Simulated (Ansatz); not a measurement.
# Mg2NbInO6: complex band structure, part 2 of 2

A new crystal, Mg2NbInO6: structure, gap and complex bands. It is built by putting Mg for Sr, In for Ga in the Sr2NbGaO6 structure of space group Fm-3m, with the volume rescaled by atomic radii. The parent structure comes from the Materials Project.

Ansatz 0.2.0; LDA DFT, plane waves, PAW files (the session's first sound run).

So far, gap on path (eV): step 3 (band edges) 1.01.

The structure was built from a prototype and need not be the compound's stable phase.

### Step 4. Decaying states in the gap, plane (111)

This step: LDA DFT, plane waves, PAW files; complex bands by layer matching along the plane's normal (Ansatz 0.2.0).

The same crystal is laid in a cell whose first two vectors span the (111) plane (indices of the standard conventional cell, whose axes can be ordered otherwise than in the bulk input). At fixed energy and wavevector in the plane the solver finds all kz, real and complex. A few wavevectors are listed, (0, 0) and (0.5, 0) in units of the plane's reciprocal vectors; the slowest state needn't be among them.

input.yaml reads:

```yaml
crystal:
  lattice:
    - [5.624255198, 0.0, 0.0]
    - [2.812127599, 4.870747879, 0.0]
    - [2.812127599, 1.623582626, 4.592185139]
  atoms:
    - { symbol: Mg, position: [0.75, 0.75, 0.75] }
    - { symbol: Mg, position: [0.25, 0.25, 0.25] }
    - { symbol: Nb, position: [0.0, 0.0, 0.0] }
    - { symbol: In, position: [0.5, 0.5, 0.5] }
    - { symbol: O, position: [0.7569727866, 0.7569727866, 0.2430272134] }
    - { symbol: O, position: [0.2430272134, 0.2430272134, 0.7569727866] }
    - { symbol: O, position: [0.7569727866, 0.2430272134, 0.2430272134] }
    - { symbol: O, position: [0.2430272134, 0.7569727866, 0.7569727866] }
    - { symbol: O, position: [0.2430272134, 0.7569727866, 0.2430272134] }
    - { symbol: O, position: [0.7569727866, 0.2430272134, 0.7569727866] }
kpoints:
  mp_grid: { grid: [6, 6, 6] }
scf:
  occupations: { method: fixed }
hamiltonian:
  xc: lda
output:
  eigenvalues: true
  transmission:
    leads: [[0, 0]]
    kpoints: [[0.0, 0.0], [0.5, 0.0]]
    e_range: [-1.0, 2.01]
    de: 0.05
```

Started as:

```sh
ansatz run input.yaml --threads 2 --pin off --max-ram 4096MiB --backend cpu --events-out ev --progress --plain --runs-dir out
```

Numbers of over 12 decimals in the logs are rounded to 6 here.

What it wrote:

```text
[...]
Crystal: 10 atoms, lattice volume = 125.800 Å³
Basis set: ecut = 420 eV, 2445 PW (Γ)
Bands: 51, of which v1, the nominal top of the filled ones, is band 41 counted from 1 (40 counted from 0)
Symmetry: 48 space group operations
[...]
k-points: 16 of 216
[...]
SCF iter   1: F=—  HF=-17038.231532 eV  |F-HF|=—  |Δ(HF+E_count)|=         —  Δρ=1.46e-2  dr2=2.21e-1  ethr=1.77e-3  ⟨swp⟩=4.8  Hψ=2833  notcnv=0  defer=113
[...]
SCF iter   7: F=-17038.167801 eV  HF=-17038.167801 eV  |F-HF|=2.87e-9  |Δ(HF+E_count)|=   1.22e-7  Δρ=4.02e-6  dr2=1.62e-8  ethr=1.22e-10  ⟨swp⟩=10.9  Hψ=3250  notcnv=0
SCF 1 converged in 7 iterations: F = -17038.167801 eV  dr2 = 1.62e-8
[...]
transmission: 9 of 18 steps passed
transmission: 18 of 18 steps passed
SCF converged after 7 iterations
Free energy (F): -17038.167801 eV
[...]
Internal energy: -17038.167801 eV  (E = F + TS)
E sigma→0 (E₀):  -17038.167801 eV
Fermi energy:    7.566092 eV
[...]
--- Band table (eV; the first three rows and the last of 16) ---
  k-point 0: bands = [... 37 lower, 6.6254, 7.5661, 7.5661, 7.5661, 8.5776, 9.9969, 11.4481, 11.4481, ... 6 higher]
  k-point 1: bands = [... 37 lower, 6.8528, 7.4187, 7.4187, 7.4833, 9.1258, 10.2520, 11.5062, 11.5571, ... 6 higher]
  k-point 2: bands = [... 37 lower, 7.0351, 7.2713, 7.3256, 7.3256, 9.9641, 10.8512, 11.7522, 11.7522, ... 6 higher]
  k-point 15: bands = [... 37 lower, 6.4259, 6.6964, 6.7795, 7.3116, 11.1987, 11.6032, 12.4210, 12.4236, ... 6 higher]
--- Transmission ---
  basis      : 241 plane waves across, 9 finite elements along
  points     : 2, as listed
  energies   : 61 from -1.000000 to 2.000000 eV about the Fermi level, 0.050000 eV apart; the leads are filled to 0.505775 eV, and channels, transmission and decay are at 0.500000 eV
  crystal 0  : Mg2O6Nb1In1, at the sites [0, 0], period 4.5922 Å: whole cells are its period
    offset         : up to 0.0000 Å between an atom of the period and one for which it stands
    channels       : 0.000000e0 a spin
    conductance    : none, the energies end too early or step too widely for 300 K: set another output.transmission.e_range or a lower de, or, where they end at an eighth of basis.ecutwfc, a higher one
    slowest decay  : 0.1679 /Å at (0.0000, 0.0000)
```

Elapsed: 64 s, on 2 threads of Arm Neoverse V1, shared host; peak memory 0.84 GiB.

This step gave:

```yaml
level_to_which_the_leads_are_filled: 0.5058 eV from the Fermi level
decay_constant_at_the_filling_level_zone_centre: 0.1679 Å⁻¹
decay_constant_at_the_filling_level_slowest_listed_point: 0.1679 Å⁻¹
```

K parallel (0, 0); values up to 1.5 1/Å, a degenerate pair printed once or twice; energies at which all values exceed this have no row. Table of Im kz of the slowest decaying states by energy, zero at the highest filled level on the SCF mesh:

| energy (eV) | decay 1 (Å⁻¹) | decay 2 (Å⁻¹) | decay 3 (Å⁻¹) | decay 4 (Å⁻¹) |
| --- | --- | --- | --- | --- |
| -1.00 | 0.0868 | 0.137 | 0.551 | 0.647 |
| -0.90 | 0.0558 | 0.0563 | 0.216 | 0.553 |
| -0.75 | 0.115 | 0.273 | 0.555 | 0.632 |
| -0.65 | 0.0794 | 0.138 | 0.301 | 0.557 |
| -0.50 | 0.0318 | 0.162 | 0.336 | 0.560 |
| -0.40 | 0.0217 | 0.173 | 0.356 | 0.561 |
| -0.30 | 0.181 | 0.373 | 0.563 | 0.601 |
| -0.15 | 0.189 | 0.396 | 0.566 | 0.588 |
| -0.05 | 0.192 | 0.409 | 0.571 | 0.577 |
| 0.00 | 0.0268 | 0.0355 | 0.0662 | 0.192 |
| 0.10 | 0.157 | 0.183 | 0.192 | 0.245 |
| 0.20 | 0.189 | 0.210 | 0.254 | 0.339 |
| 0.30 | 0.184 | 0.249 | 0.307 | 0.407 |
| 0.45 | 0.173 | 0.295 | 0.369 | 0.458 |
| 0.55 | 0.162 | 0.321 | 0.403 | 0.465 |
| 0.70 | 0.139 | 0.354 | 0.449 | 0.472 |
| 0.80 | 0.118 | 0.373 | 0.476 | 0.497 |
| 0.90 | 0.0881 | 0.391 | 0.484 | 0.490 |
| 1.05 | 0.414 | 0.464 | 0.499 | 0.519 |
| 1.15 | 0.429 | 0.449 | 0.500 | 0.540 |
| 1.30 | 0.426 | 0.448 | 0.504 | 0.567 |
| 1.40 | 0.409 | 0.460 | 0.505 | 0.582 |
| 1.50 | 0.392 | 0.471 | 0.507 | 0.586 |
| 1.65 | 0.362 | 0.486 | 0.508 | 0.587 |
| 1.75 | 0.341 | 0.495 | 0.507 | 0.587 |
| 1.90 | 0.304 | 0.506 | 0.508 | 0.587 |
| 2.00 | 0.276 | 0.505 | 0.516 | 0.587 |

K parallel (0, 0). Table of Re kz of states that move upwards by energy, zero at the highest filled level on the SCF mesh:

| energy (eV) | channel 1 (Å⁻¹) | channel 2 (Å⁻¹) | channel 3 (Å⁻¹) | channel 4 (Å⁻¹) | channel 5 (Å⁻¹) |
| --- | --- | --- | --- | --- | --- |
| -1.000 | -0.0674 | 0.337 | - | - | - |
| -0.800 | -0.609 | -0.609 | 0.178 | 0.178 | 0.552 |
| -0.600 | -0.493 | -0.493 | 0.287 | 0.287 | - |
| -0.400 | -0.551 | - | - | - | - |
| -0.200 | -0.364 | -0.267 | -0.267 | 0.481 | 0.481 |
| 0.000 | - | - | - | - | - |
| 0.200 | - | - | - | - | - |
| 0.400 | - | - | - | - | - |
| 0.600 | - | - | - | - | - |
| 0.800 | - | - | - | - | - |
| 1.000 | - | - | - | - | - |
| 1.200 | 0.123 | - | - | - | - |
| 1.400 | 0.185 | - | - | - | - |
| 1.600 | 0.238 | - | - | - | - |
| 1.800 | 0.289 | - | - | - | - |
| 2.000 | 0.339 | - | - | - | - |

K parallel (0.5, 0); values up to 1.5 1/Å, a degenerate pair printed once or twice; energies at which all values exceed this have no row. Table of Im kz of the slowest decaying states by energy, zero at the highest filled level on the SCF mesh:

```
energy (eV)  decay 1 (Å⁻¹)  decay 2 (Å⁻¹)  decay 3 (Å⁻¹)  decay 4 (Å⁻¹)
      -1.00          0.120          0.151          0.202          0.788
      -0.90         0.0852          0.154          0.238          0.808
      -0.75         0.0802          0.165          0.170          0.290
      -0.65         0.0758          0.203          0.213          0.308
      -0.50         0.0811          0.241          0.268          0.340
      -0.40          0.245          0.261          0.297          0.360
      -0.30          0.279          0.319          0.378          0.600
      -0.15          0.301          0.373          0.404          0.638
      -0.05          0.314          0.388          0.418          0.421
       0.00         0.0532         0.0613          0.118          0.320
       0.10          0.126          0.145          0.238          0.332
       0.20          0.166          0.193          0.311          0.342
       0.30          0.194          0.229          0.351          0.365
       0.45          0.226          0.270          0.363          0.430
       0.55          0.242          0.292          0.370          0.466
       0.70          0.260          0.320          0.380          0.490
       0.80          0.269          0.337          0.385          0.500
       0.90          0.276          0.351          0.390          0.509
       1.05          0.283          0.370          0.396          0.522
       1.15          0.286          0.381          0.400          0.530
       1.30          0.288          0.395          0.405          0.541
       1.40          0.287          0.403          0.407          0.548
       1.50          0.285          0.409          0.410          0.554
       1.65          0.279          0.411          0.420          0.563
       1.75          0.273          0.412          0.425          0.569
       1.90          0.262          0.412          0.431          0.576
       2.00          0.252          0.412          0.434          0.581
```

At the listed wavevectors the last open channel is at -0.05 eV and the next at +1.05 eV on the grid. At +0.50 eV, the grid energy nearest the filling level (the middle of the gap on the SCF mesh), the slowest state at the listed wavevectors decays with κ = 0.168 Å⁻¹, its amplitude falling by e over 6.0 Å. Through 1 nm of this crystal that state's transmission falls by exp(−2 × 0.168 Å⁻¹ × 10 Å) = 0.035.

### Step 5. Complex bands, plane (001)

The same for the (001) plane, at (0, 0) and (0.5, 0), to see how the decay depends on direction.

input.yaml, the sections that differ from step 4:

```yaml
crystal:
  lattice:
    - [5.624255198, 0.0, 0.0]
    - [0.0, 5.624255198, 0.0]
    - [2.812127599, 2.812127599, 3.97694899]
  atoms:
    - { symbol: Mg, position: [0.25, 0.75, 0.5] }
    - { symbol: Mg, position: [0.75, 0.25, 0.5] }
    - { symbol: Nb, position: [0.0, 0.0, 0.0] }
    - { symbol: In, position: [0.5, 0.5, 0.0] }
    - { symbol: O, position: [0.2430272134, 0.7569727866, 0.0] }
    - { symbol: O, position: [0.7569727866, 0.2430272134, 0.0] }
    - { symbol: O, position: [0.7569727866, 0.7569727866, 0.4860544268] }
    - { symbol: O, position: [0.2430272134, 0.2430272134, 0.5139455732] }
    - { symbol: O, position: [0.2430272134, 0.2430272134, 0.0] }
    - { symbol: O, position: [0.7569727866, 0.7569727866, 0.0] }
# kpoints, scf, hamiltonian, output: as in step 4
```

What it wrote:

```text
[...]
Crystal: 10 atoms, lattice volume = 125.800 Å³
Basis set: ecut = 420 eV, 2445 PW (Γ)
Bands: 51, of which v1, the nominal top of the filled ones, is band 41 counted from 1 (40 counted from 0)
Symmetry: 48 space group operations
[...]
k-points: 16 of 216
[...]
SCF iter   1: F=—  HF=-17038.231542 eV  |F-HF|=—  |Δ(HF+E_count)|=         —  Δρ=1.46e-2  dr2=2.21e-1  ethr=1.77e-3  ⟨swp⟩=4.8  Hψ=2845  notcnv=0  defer=114
[...]
SCF iter   7: F=-17038.167801 eV  HF=-17038.167801 eV  |F-HF|=2.23e-9  |Δ(HF+E_count)|=   1.20e-7  Δρ=4.01e-6  dr2=1.60e-8  ethr=1.22e-10  ⟨swp⟩=10.9  Hψ=3217  notcnv=0
SCF 1 converged in 7 iterations: F = -17038.167801 eV  dr2 = 1.60e-8
[...]
transmission: 8 of 16 steps passed
transmission: 16 of 16 steps passed
SCF converged after 7 iterations
Free energy (F): -17038.167801 eV
[...]
Internal energy: -17038.167801 eV  (E = F + TS)
E sigma→0 (E₀):  -17038.167801 eV
Fermi energy:    7.566088 eV
[...]
--- Band table (eV; the first three rows and the last of 16) ---
  k-point 0: bands = [... 37 lower, 6.6254, 7.5661, 7.5661, 7.5661, 8.5776, 9.9969, 11.4481, 11.4481, ... 6 higher]
  k-point 1: bands = [... 37 lower, 6.7618, 7.3181, 7.3181, 7.5586, 9.3063, 10.3218, 11.5459, 11.6158, ... 6 higher]
  k-point 2: bands = [... 37 lower, 6.7331, 6.7894, 6.7894, 7.5441, 10.6272, 10.8629, 12.0071, 12.0976, ... 6 higher]
  k-point 15: bands = [... 37 lower, 6.6001, 7.0337, 7.0406, 7.1158, 11.0883, 11.3760, 12.2070, 12.2437, ... 6 higher]
--- Transmission ---
  basis      : 277 plane waves across, 8 finite elements along
  points     : 2, as listed
[...]
crystal 0  : O6Nb1In1Mg2, at the sites [0, 0], period 3.9769 Å: whole cells are its period
[...]
channels       : 0.000000e0 a spin
[...]
slowest decay  : 0.1739 /Å at (0.0000, 0.0000)
```

It took 78 s on 2 threads; peak memory 0.93 GiB.

This step gave:

```yaml
decay_constant_at_the_filling_level_zone_centre: 0.1739 Å⁻¹
decay_constant_at_the_filling_level_slowest_listed_point: 0.1739 Å⁻¹
```

K parallel (0, 0); values up to 1.5 1/Å, a degenerate pair printed once or twice; energies at which all values exceed this have no row. The Im kz of the slowest decaying states by energy, zero at the highest filled level on the SCF mesh:

```
energy (eV)  decay 1 (Å⁻¹)  decay 2 (Å⁻¹)  decay 3 (Å⁻¹)  decay 4 (Å⁻¹)
     -1.000          0.109          0.202          0.248          0.621
     -0.800          0.168          0.232          0.363          0.612
     -0.600          0.105          0.200          0.324          0.433
     -0.400          0.179          0.213          0.381          0.483
     -0.200          0.216          0.225          0.418          0.521
      0.000         0.0228          0.109          0.213          0.261
      0.200          0.203          0.234          0.291          0.444
      0.400          0.186          0.316          0.349          0.420
      0.600          0.160          0.339          0.416          0.508
      0.800          0.120          0.360          0.438          0.486
      1.000         0.0290          0.379          0.455          0.461
      1.200          0.397          0.434          0.466          0.647
      1.400          0.403          0.414          0.474          0.655
      1.600          0.368          0.431          0.479          0.661
      1.800          0.326          0.449          0.481          0.666
      2.000          0.274          0.466          0.481          0.670
```

K parallel (0, 0). Table of Re kz of states that move upwards by energy, zero at the highest filled level on the SCF mesh:

| energy (eV) | channel 1 (Å⁻¹) | channel 2 (Å⁻¹) | channel 3 (Å⁻¹) | channel 4 (Å⁻¹) |
| --- | --- | --- | --- | --- |
| -1.00 | -0.584 | -0.271 | -0.271 | - |
| -0.90 | -0.622 | -0.622 | -0.552 | 0.183 |
| -0.75 | -0.511 | -0.511 | -0.482 | 0.309 |
| -0.65 | -0.460 | -0.460 | - | - |
| -0.50 | -0.389 | -0.389 | - | - |
| -0.40 | -0.341 | -0.341 | - | - |
| -0.30 | -0.291 | -0.291 | - | - |
| -0.15 | -0.202 | -0.202 | - | - |
| -0.05 | -0.114 | -0.114 | - | - |
| 0.00 | - | - | - | - |
| 0.10 | - | - | - | - |
| 0.20 | - | - | - | - |
| 0.30 | - | - | - | - |
| 0.45 | - | - | - | - |
| 0.55 | - | - | - | - |
| 0.70 | - | - | - | - |
| 0.80 | - | - | - | - |
| 0.90 | - | - | - | - |
| 1.05 | 0.0537 | - | - | - |
| 1.15 | 0.104 | - | - | - |
| 1.30 | 0.154 | - | - | - |
| 1.40 | 0.182 | - | - | - |
| 1.50 | 0.207 | - | - | - |
| 1.65 | 0.243 | - | - | - |
| 1.75 | 0.266 | - | - | - |
| 1.90 | 0.298 | - | - | - |
| 2.00 | 0.319 | - | - | - |

K parallel (0.5, 0); values up to 1.5 1/Å, a degenerate pair printed once or twice; energies at which all values exceed this have no row. Im kz of the slowest decaying states against energy, zero at the highest filled level on the SCF mesh:

```csv
energy (eV),decay 1 (Å⁻¹),decay 2 (Å⁻¹),decay 3 (Å⁻¹),decay 4 (Å⁻¹)
-1.00,0.0292,0.104,0.504,0.754
-0.90,0.0768,0.522,0.739,0.755
-0.75,0.0635,0.108,0.417,0.685
-0.65,0.0969,0.200,0.347,0.644
-0.50,0.0610,0.335,0.574,0.574
-0.40,0.0669,0.435,0.528,0.645
-0.30,0.299,0.493,0.507,0.706
-0.15,0.399,0.465,0.577,0.741
-0.05,0.232,0.456,0.608,0.737
0.00,0.0422,0.253,0.453,0.621
0.10,0.101,0.411,0.449,0.642
0.20,0.135,0.447,0.448,0.661
0.30,0.161,0.446,0.465,0.680
0.45,0.192,0.445,0.479,0.697
0.55,0.209,0.445,0.485,0.698
0.70,0.232,0.445,0.491,0.697
0.80,0.245,0.445,0.495,0.696
0.90,0.256,0.444,0.498,0.694
1.05,0.271,0.443,0.501,0.690
1.15,0.280,0.442,0.502,0.687
1.30,0.291,0.441,0.504,0.681
1.40,0.297,0.440,0.504,0.677
1.50,0.301,0.439,0.504,0.672
1.65,0.304,0.438,0.503,0.664
1.75,0.303,0.438,0.502,0.658
1.90,0.298,0.439,0.499,0.649
2.00,0.292,0.441,0.497,0.642
```

At the listed wavevectors the last open channel is at -0.05 eV and the next at +1.05 eV on the grid. At +0.50 eV, the grid energy nearest the filling level (the middle of the gap on the SCF mesh), the slowest state at the listed wavevectors decays with κ = 0.174 Å⁻¹, its amplitude falling by e over 5.8 Å; the first such run, plane (111), gave 0.168 Å⁻¹.

### Step 6. Band edges at another level

This step: LDA DFT, plane waves, JTH PAW files (Ansatz 0.2.0).

The edges again with JTH files, at the same atoms.

input.yaml reads:

```yaml
crystal:
  lattice:
    - [0.0, 3.9769489896, 3.9769489896]
    - [3.9769489896, 0.0, 3.9769489896]
    - [3.9769489896, 3.9769489896, 0.0]
  atoms:
    - { symbol: Mg, position: [0.25, 0.25, 0.25] }
    - { symbol: Mg, position: [0.75, 0.75, 0.75] }
    - { symbol: Nb, position: [0.0, 0.0, 0.0] }
    - { symbol: In, position: [0.5, 0.5, 0.5] }
    - { symbol: O, position: [0.7569727866, 0.2430272134, 0.2430272134] }
    - { symbol: O, position: [0.2430272134, 0.7569727866, 0.7569727866] }
    - { symbol: O, position: [0.2430272134, 0.2430272134, 0.7569727866] }
    - { symbol: O, position: [0.7569727866, 0.7569727866, 0.2430272134] }
    - { symbol: O, position: [0.2430272134, 0.7569727866, 0.2430272134] }
    - { symbol: O, position: [0.7569727866, 0.2430272134, 0.7569727866] }
kpoints:
  mp_grid: { grid: [6, 6, 6] }
  band_path: { path: [VBM, CBM], npoints: 30 }
scf:
  occupations: { method: fixed }
hamiltonian:
  xc: lda
  pseudopotentials: { kind: paw, source: jth }
output:
  eigenvalues: true
```

What it wrote:

```text
Error: no pseudopotential record for In at <dir> Nothing was run.
  By this build's list the table `kind: paw`, `source: jth` of `hamiltonian.pseudopotentials` has no In in this build's library.
Fix: take In from another table that serves this run, or name a record of your own for In alone.
  `kind` and `accuracy`, with `source`, `level` and `core` left out, under `hamiltonian.pseudopotentials` apply to every element of the deck. For LDA this build's library has files of In, which may not all serve this run, under
    kind: nc       accuracy: standard or stringent
  To change In alone, name a record of the deck's `kind` under `hamiltonian.pseudopotentials.azcp`, as `In: <path>` (`python -m ansatz.pseudopotential add <file.upf> <file.azcp>` makes one from a UPF file).
  `python` is the interpreter of the environment that holds the engine's wheel, or a checkout's `.venv/bin/python`.
```

Wall time 0.03 s (2 threads); peak memory 0.094 GiB.

The program refused the input before any cycle.

The program's message: “Error: no pseudopotential record for In at <dir> Nothing was run.”

### Step 7. Outcome

| Property | Result |
| --- | --- |
| band gap | 1.01 eV |
| least decay constant at mid-gap, normal to (111) | 0.168 Å⁻¹ |
| least decay constant at mid-gap, normal to (001) | 0.174 Å⁻¹ |

In words: With LDA, the slowest decay at the wavevectors tried is κ = 0.168 Å⁻¹, normal to (111). Through such a film the transmission near mid-gap falls as exp(−2κd), a factor of ten every 6.9 Å. The directions tried decay at nearly the same rate. A free electron under a barrier of half the gap would need a mass of 0.21 mₑ to decay at this rate. The compound is made up by substitution; its stability against other phases and against distortions of the cell's symmetry was not tested. A semilocal functional narrows gaps, so real decay constants are likely larger.

[Logs are printed without paths, hosts, clocks, repeated set-up lines and the standing remarks that a program may print on its own settings, such as how far it seeks lower states.]

[Hosts, paths, dates, database ids (printed as entryN), source tags and the programs' standing remarks are cut or masked in the printed files.]
